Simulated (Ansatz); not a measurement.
**B4C3 (built on the sites of a database entry of Al4C3): relaxing the cell for a phonon run**

Task: relax B4C3 (built on the sites of a database entry of Al4C3) tightly.

Method: DFT r2SCAN, scalar-relativistic, plane waves, PAW, in Ansatz 0.2.0.

The structure was built from a prototype and need not be the compound's stable phase.

### 1. Starting point

Symmetry: R-3m, No. 166, trigonal system. Conventional cell: a = 2.673 Å, b = 2.673 Å, c = 20.054 Å, α = 90.00°, β = 90.00°, γ = 120.00°. Nearest to B lie 4 C at 1.56 to 1.78 Å. Nearest to B lie 4 C at 1.52 to 1.74 Å. C has 5 B at 1.52 to 1.78 Å nearest. C has 6 B at 1.74 Å nearest. Farther neighbours are not listed.

### 2. Probe on a coarse mesh

A quick single point on a coarse mesh tells whether the cell has a gap and how far it is from rest, which sets the k mesh and smearing that follow.

Contents of input.yaml:

```yaml
crystal:
  lattice:
    - [1.33629, 0.77151, 6.68481]
    - [-1.33629, 0.77151, 6.68481]
    - [0.0, -1.54302, 6.68481]
  atoms:
    - { symbol: B, position: [0.128, 0.128, 0.128] }
    - { symbol: B, position: [0.872, 0.872, 0.872] }
    - { symbol: B, position: [0.293, 0.293, 0.293] }
    - { symbol: B, position: [0.707, 0.707, 0.707] }
    - { symbol: C, position: [0.217, 0.217, 0.217] }
    - { symbol: C, position: [0.783, 0.783, 0.783] }
    - { symbol: C, position: [0.0, 0.0, 0.0] }
kpoints:
  mp_grid: { grid: [9, 9, 9] }
hamiltonian:
  xc: r2scan
scf:
  occupations: { method: gaussian, width: 0.1 }
output:
  forces: true
  stress: true
  eigenvalues: true
```

The run is started by

```
$ ansatz run input.yaml --threads 8 --pin off --max-ram 14336MiB --backend cpu --events-out ev --progress --plain --runs-dir out
```

Numbers of over 12 decimals in the logs are rounded to 6 here.

The program printed:

```text
[...]
k-point 0: bands = [... 8 lower, 11.1495, 12.6034, 13.1928, 13.1928, 16.5993, 16.5993, 19.0499, 20.1633, ... 2 higher]
  k-point 1: bands = [... 8 lower, 10.4204, 11.9445, 12.3116, 12.7312, 16.6501, 17.3723, 19.0086, 20.1327, ... 2 higher]
  k-point 2: bands = [... 8 lower, 9.1020, 9.4227, 11.3939, 11.7920, 16.4208, 18.2376, 18.5497, 19.7727, ... 2 higher]
  k-point 84: bands = [... 8 lower, 10.4770, 11.0591, 11.3641, 12.0917, 16.9993, 17.8856, 19.5378, 20.1057, ... 2 higher]
[key lines of the parts left out:]
SCF converged after 7 iterations
Free energy (F): -1378.688648 eV
Fermi energy:    13.914515 eV
P = ⅓ Tr σ = 26.3189 GPa (263.189 kbar)
```

Elapsed: 2.1 s, on 8 threads of Intel Xeon Platinum 8488C (Sapphire Rapids), shared host; peak memory 0.54 GiB; 7 s of CPU time.

This step gave:

```yaml
pressure: 26.32 GPa
gap_on_the_k_mesh: 1.451 eV
volume_per_atom: 5.907 Å³
direct_gap_on_mesh: 3.406 eV
```

The coarse mesh shows a gap of 1.45 eV and a pressure of 26.3 GPa.

### 3. Coarse relaxation

A rough relaxation comes first, because large forces or stress need no tight tolerances yet.

Edit input.yaml of step 2 so:

```diff
@@ -23 +23,6 @@
   eigenvalues: true
+relax:
+  adjacent_minimum: "off"
+  f_tol: 0.05
+  max_steps: 80
+  cell: { stress_tol: 0.5 }
```

The program printed:

```text
[...]
Crystal: 7 atoms, lattice volume = 41.351 Å³
Basis set: ecut = 500 eV, 1039 PW (Γ), FFT grids on a1−a3, a2−a3, a3, exchange–correlation on 80×80×216 points (64 copies of the dense FFT grid, shifted against one another)
Bands: 19, of which v1, the nominal top of the filled ones, is band 12 counted from 1 (11 counted from 0)
Symmetry: 12 space group operations
[...]
atoms:
    - { symbol: B, position: [0.128408, 0.128408, 0.128408] }
    - { symbol: B, position: [0.871592, 0.871592, 0.871592] }
    - { symbol: B, position: [0.296410, 0.296410, 0.296410] }
    - { symbol: B, position: [0.703590, 0.703590, 0.703590] }
    - { symbol: C, position: [0.220794, 0.220794, 0.220794] }
    - { symbol: C, position: [0.779206, 0.779206, 0.779206] }
    - { symbol: C, position: [-1.6064427223951777e-19, -1.6064427223951818e-19, -1.6064427223951806e-19] }
[key lines of the parts left out:]
SCF converged after 4 iterations
Free energy (F): -1379.343153 eV
Fermi energy:    12.703892 eV
P = ⅓ Tr σ = -0.1958 GPa (-1.958 kbar)
```

Wall time 6.6 s (8 threads); peak memory 0.58 GiB.

Relaxation path:

```csv
step,energy less that of the first step (eV),largest force component (eV/Å),pressure (GPa),volume (Å³)
1,0.0000,2.2707,26.32,41.35
2,-0.5873,0.9227,9.51,43.01
3,-0.6444,0.1302,0.88,44.00
4,-0.6468,0.1514,0.34,44.11
5,-0.6496,0.1316,0.06,44.21
6,-0.6538,0.0347,-0.21,44.42
7*,-0.6545,0.0344,-0.20,44.42
```

Relaxation steps marked * repeat the geometry before them on a plane-wave basis chosen anew for their cell, so energy and pressure can jump there.

Forces are held to the 12 operations that the run works with; a distortion that breaks them can't arise in this run.

| conventional cell, symmetrised | before | after | change |
| --- | --- | --- | --- |
| a (Å) | 2.673 | 2.705 | +1.2 % |
| b (Å) | 2.673 | 2.705 | +1.2 % |
| c (Å) | 20.054 | 21.038 | +4.9 % |
| volume (Å³/atom) | 5.91 | 6.35 | +7.4 % |

The atoms that moved most (Å, as changes of fractional coordinates times the final cell):

```
atom     dx     dy      dz  length
  C6  0.000  0.000  -0.080   0.080
  C5  0.000  0.000   0.080   0.080
  B3  0.000  0.000   0.072   0.072
  B4  0.000  0.000  -0.072   0.072
  B1  0.000  0.000   0.009   0.009
  B2  0.000  0.000  -0.009   0.009
```

The relaxed structure:

```cif
data_structure
_symmetry_space_group_name_H-M 'P 1'
_symmetry_Int_Tables_number 1
_cell_length_a 7.1844
_cell_length_b 7.1844
_cell_length_c 7.1844
_cell_angle_alpha 21.699
_cell_angle_beta 21.699
_cell_angle_gamma 21.699
_cell_volume 44.42
loop_
_atom_site_label
_atom_site_type_symbol
_atom_site_fract_x
_atom_site_fract_y
_atom_site_fract_z
_atom_site_occupancy
B1 B 0.12841 0.12841 0.12841 1
B2 B 0.87159 0.87159 0.87159 1
B3 B 0.29641 0.29641 0.29641 1
B4 B 0.70359 0.70359 0.70359 1
C5 C 0.22079 0.22079 0.22079 1
C6 C 0.77921 0.77921 0.77921 1
C7 C 0.00000 0.00000 0.00000 1
```

Numbers from this step:

* pressure: -0.1958 GPa
* gap on the k-mesh: 1.137 eV
* volume per atom: 6.346 Å³
* direct gap on mesh: 2.791 eV

In this step the volume went from 5.91 to 6.35 Å³/atom.

### 4. Bringing the structure to rest

Harmonic phonons are second derivatives at a point where the forces vanish, and they are wanted at zero stress, so atoms and cell are relaxed first.

Contents of input.yaml:

```yaml
crystal:
  lattice:
    - [1.3523030638, 0.7807525379, 7.0126732459]
    - [-1.3523030638, 0.7807525379, 7.0126732459]
    - [0.0, -1.5615050758, 7.0126732459]
  atoms:
    - { symbol: B, position: [0.1284079543, 0.1284079543, 0.1284079543] }
    - { symbol: B, position: [0.8715920457, 0.8715920457, 0.8715920457] }
    - { symbol: B, position: [0.2964096899, 0.2964096899, 0.2964096899] }
    - { symbol: B, position: [0.7035903101, 0.7035903101, 0.7035903101] }
    - { symbol: C, position: [0.220793763, 0.220793763, 0.220793763] }
    - { symbol: C, position: [0.779206237, 0.779206237, 0.779206237] }
    - { symbol: C, position: [0.0, 0.0, 0.0] }
kpoints:
  mp_grid: { grid: [9, 9, 9] }
hamiltonian:
  xc: r2scan
scf:
  occupations: { method: gaussian, width: 0.02 }
output:
  forces: true
  stress: true
  eigenvalues: true
relax:
  adjacent_minimum: "off"
  f_tol: 0.005
  max_steps: 80
  cell: { stress_tol: 0.05 }
```

The program printed:

```text
[...]
Crystal: 7 atoms, lattice volume = 44.424 Å³
Basis set: ecut = 500 eV, 1111 PW (Γ), FFT grids on a1−a3, a2−a3, a3, exchange–correlation on 80×80×216 points (64 copies of the dense FFT grid, shifted against one another)
Bands: 19, of which v1, the nominal top of the filled ones, is band 12 counted from 1 (11 counted from 0)
Symmetry: 12 space group operations
[...]
k-points: 85 of 729
[...]
SCF iter   1: F=—  HF=-1379.146964 eV  |F-HF|=—  |Δ(HF+E_count)|=         —  Δρ=1.62e-2  dr2=1.71e-1  dr2_τ=1.10e0  ethr=1.77e-3  ⟨swp⟩=6.2  Hψ=8620  notcnv=0  defer=3
[...]
SCF iter   7: F=-1379.343153 eV  HF=-1379.343153 eV  |F-HF|=6.52e-9  |Δ(HF+E_count)|=   9.17e-7  Δρ=1.85e-5  dr2=8.75e-8  dr2_τ=1.18e-8  ethr=4.17e-10  ⟨swp⟩=8.6  Hψ=8400  notcnv=0
SCF 1 converged in 7 iterations: F = -1379.343153 eV  dr2 = 8.75e-8
[...]
relax step   1: F+E_penalty+E_count = -1379.34315269 eV  Δ(F+E_penalty+E_count) = +0.000e0 eV  max|allowed force component| = 3.430e-2 eV/Å  Δτ_max = 0.0000 Å  P = -0.196 GPa  Ω = 44.424 Å³  (7 SCF iters, dr2 threshold 1.00e-7 eV, accepted)
Crystal: 7 atoms, lattice volume = 44.411 Å³
[...]
SCF iter   4: F=-1379.343264 eV  HF=-1379.343264 eV  |F-HF|=6.20e-8  |Δ(HF+E_count)|=   3.94e-7  Δρ=3.23e-5  dr2=3.00e-7  dr2_τ=1.54e-8  ethr=1.32e-9  ⟨swp⟩=3.7  Hψ=7093  notcnv=0
SCF 2 converged in 4 iterations: F = -1379.343264 eV  dr2 = 3.00e-7
relax step   2: F+E_penalty+E_count = -1379.34326356 eV  Δ(F+E_penalty+E_count) = -1.109e-4 eV  max|allowed force component| = 3.249e-2 eV/Å  Δτ_max = 0.0010 Å  P = -0.055 GPa  Ω = 44.411 Å³  energy of the carried Pulay correction = +2.345e-6 eV  (4 SCF iters, dr2 threshold 3.16e-7 eV, accepted)
Crystal: 7 atoms, lattice volume = 44.401 Å³
[...]
SCF iter   5: F=-1379.343375 eV  HF=-1379.343375 eV  |F-HF|=2.36e-8  |Δ(HF+E_count)|=   2.07e-7  Δρ=1.43e-5  dr2=3.48e-8  dr2_τ=3.42e-9  ethr=2.75e-10  ⟨swp⟩=3.5  Hψ=7211  notcnv=0
SCF 3 converged in 5 iterations: F = -1379.343375 eV  dr2 = 3.48e-8
[...]
relax step   3: F+E_penalty+E_count = -1379.34337471 eV  Δ(F+E_penalty+E_count) = -1.112e-4 eV  max|allowed force component| = 3.292e-2 eV/Å  Δτ_max = 0.0018 Å  P = +0.099 GPa  Ω = 44.401 Å³  energy of the carried Pulay correction = +3.994e-6 eV  (5 SCF iters, dr2 threshold 6.60e-8 eV, accepted)
[...]
relax step   4: F+E_penalty+E_count = -1379.34355886 eV  Δ(F+E_penalty+E_count) = -1.841e-4 eV  max|allowed force component| = 3.445e-2 eV/Å  Δτ_max = 0.0040 Å  P = +0.210 GPa  Ω = 44.415 Å³  energy of the carried Pulay correction = +1.610e-6 eV  (6 SCF iters, dr2 threshold 1.02e-7 eV, accepted)
[...]
relax step   5: F+E_penalty+E_count = -1379.34387079 eV  Δ(F+E_penalty+E_count) = -3.119e-4 eV  max|allowed force component| = 4.359e-2 eV/Å  Δτ_max = 0.0125 Å  P = +0.012 GPa  Ω = 44.539 Å³  energy of the carried Pulay correction = -1.961e-5 eV  (6 SCF iters, dr2 threshold 1.24e-7 eV, accepted)
[...]
relax step   6: F+E_penalty+E_count = -1379.34392429 eV  Δ(F+E_penalty+E_count) = -5.351e-5 eV  max|allowed force component| = 5.476e-3 eV/Å  Δτ_max = 0.0031 Å  P = -0.015 GPa  Ω = 44.563 Å³  energy of the carried Pulay correction = -2.377e-5 eV  (5 SCF iters, dr2 threshold 1.19e-7 eV, accepted)
[...]
relax step   7: F+E_penalty+E_count = -1379.34392594 eV  Δ(F+E_penalty+E_count) = -1.648e-6 eV  max|allowed force component| = 1.416e-4 eV/Å  Δτ_max = 0.0004 Å  P = -0.001 GPa  Ω = 44.558 Å³  energy of the carried Pulay correction = -2.301e-5 eV  (6 SCF iters, dr2 threshold 1.87e-9 eV, accepted)
[...]
SCF iter   4: F=-1379.343946 eV  HF=-1379.343946 eV  |F-HF|=7.28e-12  |Δ(HF+E_count)|=  4.09e-12  Δρ=9.93e-8  dr2=1.07e-11  dr2_τ=5.33e-13  ethr=1.00e-12  ⟨swp⟩=4.1  Hψ=4585  notcnv=0
SCF 8 converged in 4 iterations: F = -1379.343946 eV  dr2 = 1.07e-11
relax step   8: F+E_penalty+E_count = -1379.34394581 eV  Δ(F+E_penalty+E_count) = -1.986e-5 eV  max|allowed force component| = 1.331e-4 eV/Å  Δτ_max = 0.0000 Å  P = -0.001 GPa  Ω = 44.558 Å³  stress off target by 1.51e-3 GPa  SCF on the basis re-selected at this cell (its energy is not comparable with the rows above)  (4 SCF iters)
[...]
SCF converged after 4 iterations
Free energy (F): -1379.343946 eV
[...]
Internal energy: -1379.343946 eV  (E = F + TS)
E sigma→0 (E₀):  -1379.343946 eV
Fermi energy:    12.597340 eV
[...]
--- Forces (eV/Å), atoms counted from 1 ---
  atom   1  B      0.00000000     0.00000000    -0.00013312
  atom   2  B      0.00000000    -0.00000000     0.00013312
  atom   3  B      0.00000000    -0.00000000     0.00006351
  atom   4  B      0.00000000     0.00000000    -0.00006351
  atom   5  C      0.00000000    -0.00000000     0.00006735
  atom   6  C     -0.00000000     0.00000000    -0.00006735
  atom   7  C     -0.00000000     0.00000000     0.00000000
  max |Σ_I F_I| component: 9.25e-18 eV/Å
--- Stress (GPa, compression-positive) ---
       -0.001515      -0.000000      -0.000000
       -0.000000      -0.001515       0.000000
       -0.000000       0.000000       0.000009
  P = ⅓ Tr σ = -0.0010 GPa (-0.010 kbar)
--- Band table (eV; the first three rows and the last of 85) ---
  k-point 0: bands = [... 8 lower, 10.0260, 11.1530, 12.0381, 12.0381, 14.8939, 14.8939, 16.2392, 19.5648, ... 3 higher]
  k-point 1: bands = [... 8 lower, 9.5849, 10.8736, 10.9523, 11.6032, 14.9324, 15.7158, 16.4472, 19.2593, ... 3 higher]
  k-point 2: bands = [... 8 lower, 8.4470, 8.5372, 10.2632, 10.6914, 14.6927, 16.5723, 16.7865, 18.6090, ... 3 higher]
  k-point 84: bands = [... 8 lower, 9.4128, 10.0513, 10.4471, 11.1546, 15.1527, 16.0494, 17.4398, 19.3682, ... 3 higher]
--- Relaxed structure (7 steps of the walk, 7 accepted, 1 SCFs on fresh bases) ---
[...]
cell:  # Å, volume = 44.5585 Å³
    - [1.351483, 0.780279, 7.042368]
    - [-1.351483, 0.780279, 7.042368]
    - [0, -1.560558, 7.042368]
  atoms:
    - { symbol: B, position: [0.127387, 0.127387, 0.127387] }
    - { symbol: B, position: [0.872613, 0.872613, 0.872613] }
    - { symbol: B, position: [0.296556, 0.296556, 0.296556] }
    - { symbol: B, position: [0.703444, 0.703444, 0.703444] }
    - { symbol: C, position: [0.221170, 0.221170, 0.221170] }
    - { symbol: C, position: [0.778830, 0.778830, 0.778830] }
    - { symbol: C, position: [0, 0, 0] }
```

Wall time 7.3 s (8 threads); peak memory 0.59 GiB.

The steps of the relaxation:

```
step  energy less that of the first step (eV)  largest force component (eV/Å)  pressure (GPa)  volume (Å³)
   1                                   0.0000                          0.0343           -0.20        44.42
   2                                  -0.0001                          0.0325           -0.06        44.41
   3                                  -0.0002                          0.0329            0.10        44.40
   4                                  -0.0004                          0.0345            0.21        44.42
   5                                  -0.0007                          0.0436            0.01        44.54
   6                                  -0.0008                          0.0055           -0.01        44.56
   7                                  -0.0008                          0.0001            0.00        44.56
  8*                                  -0.0008                          0.0001            0.00        44.56
```

Relaxation steps marked * repeat the geometry before them on a plane-wave basis chosen anew for their cell, so energy and pressure can jump there.

Forces are held to the 12 operations that the run works with; a distortion that breaks them can't arise in this run.

```csv
"conventional cell, symmetrised",before,after,change
a (Å),2.705,2.703,-0.1 %
b (Å),2.705,2.703,-0.1 %
c (Å),21.038,21.127,+0.4 %
volume (Å³/atom),6.35,6.37,+0.3 %
```

The atoms that moved most (Å, as changes of fractional coordinates times the final cell):

```csv
atom,dx,dy,dz,length
B1,0.000,0.000,-0.022,0.022
B2,0.000,0.000,0.022,0.022
C5,0.000,0.000,0.008,0.008
C6,0.000,0.000,-0.008,0.008
```

Numbers from this step:

```
pressure           : -0.001007 GPa
gap on the k-mesh  : 1.119 eV
volume per atom    : 6.365 Å³
direct gap on mesh : 2.856 eV
```

In this step the volume went from 6.35 to 6.37 Å³/atom.

### 5. Tight relaxation

Phonons need a cell at rest on their own settings, so the relaxation is repeated with tight tolerances on forces and stress on the k mesh and occupations of the first response run.

Contents of input.yaml:

```yaml
crystal:
  lattice:
    - [1.3514827932, 0.7802789544, 7.0423678166]
    - [-1.3514827932, 0.7802789544, 7.0423678166]
    - [0.0, -1.5605579089, 7.0423678166]
  atoms:
    - { symbol: B, position: [0.1273866712, 0.1273866712, 0.1273866712] }
    - { symbol: B, position: [0.8726133288, 0.8726133288, 0.8726133288] }
    - { symbol: B, position: [0.2965560781, 0.2965560781, 0.2965560781] }
    - { symbol: B, position: [0.7034439219, 0.7034439219, 0.7034439219] }
    - { symbol: C, position: [0.2211704883, 0.2211704883, 0.2211704883] }
    - { symbol: C, position: [0.7788295117, 0.7788295117, 0.7788295117] }
    - { symbol: C, position: [0.0, 0.0, 0.0] }
kpoints:
  mp_grid: { grid: [9, 9, 9] }
hamiltonian:
  xc: r2scan
scf:
  occupations: { method: fixed }
output:
  forces: true
  stress: true
  eigenvalues: true
relax:
  adjacent_minimum: "off"
  f_tol: 0.001
  max_steps: 60
  cell: { stress_tol: 0.01 }
```

The program printed:

```text
[...]
Crystal: 7 atoms, lattice volume = 44.558 Å³
Basis set: ecut = 500 eV, 1117 PW (Γ), FFT grids on a1−a3, a2−a3, a3, exchange–correlation on 80×80×216 points (64 copies of the dense FFT grid, shifted against one another)
Bands: 19, of which v1, the nominal top of the filled ones, is band 12 counted from 1 (11 counted from 0)
Symmetry: 12 space group operations
[...]
- [0.0, -1.560558, 7.042368]
  atoms:
    - { symbol: B, position: [0.127387, 0.127387, 0.127387] }
    - { symbol: B, position: [0.8726133288, 0.8726133288, 0.872613] }
    - { symbol: B, position: [0.2965560781, 0.2965560781, 0.296556] }
    - { symbol: B, position: [0.703444, 0.703444, 0.703444] }
    - { symbol: C, position: [0.221170, 0.221170, 0.221170] }
    - { symbol: C, position: [0.778830, 0.778830, 0.7788295117] }
    - { symbol: C, position: [0.0, 0.0, 0.0] }
[key lines of the parts left out:]
SCF converged after 6 iterations
Free energy (F): -1379.343946 eV
Fermi energy:    12.038095 eV
P = ⅓ Tr σ = -0.0010 GPa (-0.010 kbar)
```

Elapsed: 2.1 s, on 8 threads; peak memory 0.59 GiB; 14 s of CPU time.

Little changed from the start: no atom moved by 0.005 Å and no cell edge by 0.1 %.

Numbers from this step:

* pressure: -0.001008 GPa

The largest force component left is 0.13 meV/Å and the pressure is -0.001 GPa, within the tolerances set. The cell now holds 6.37 Å³/atom.

### 6. Summary of results

| Property | Result |
| --- | --- |
| space group after relaxation (within 0.01 Å) | R-3m |
| lattice constant a | 2.703 Å |
| lattice constant b | 2.703 Å |
| lattice constant c | 21.127 Å |
| volume per atom | 6.37 Å³ |
| gap on the k-mesh | 1.12 eV |

The largest force component left is 0.13 meV/Å and the pressure is -0.001 GPa, within the tolerances set. The cell now holds 6.37 Å³/atom. The relaxation keeps the symmetry of its start, so it says nothing on stability against lower symmetry. The starting cell was built on a prototype and not taken from a measurement, so the phase need not exist.

[Logs are printed without paths, hosts, clocks, repeated set-up lines and the standing remarks that a program may print on its own settings, such as how far it seeks lower states.]

[Hosts, paths, dates, database ids (printed as entryN), source tags and the programs' standing remarks are cut or masked in the printed files.]
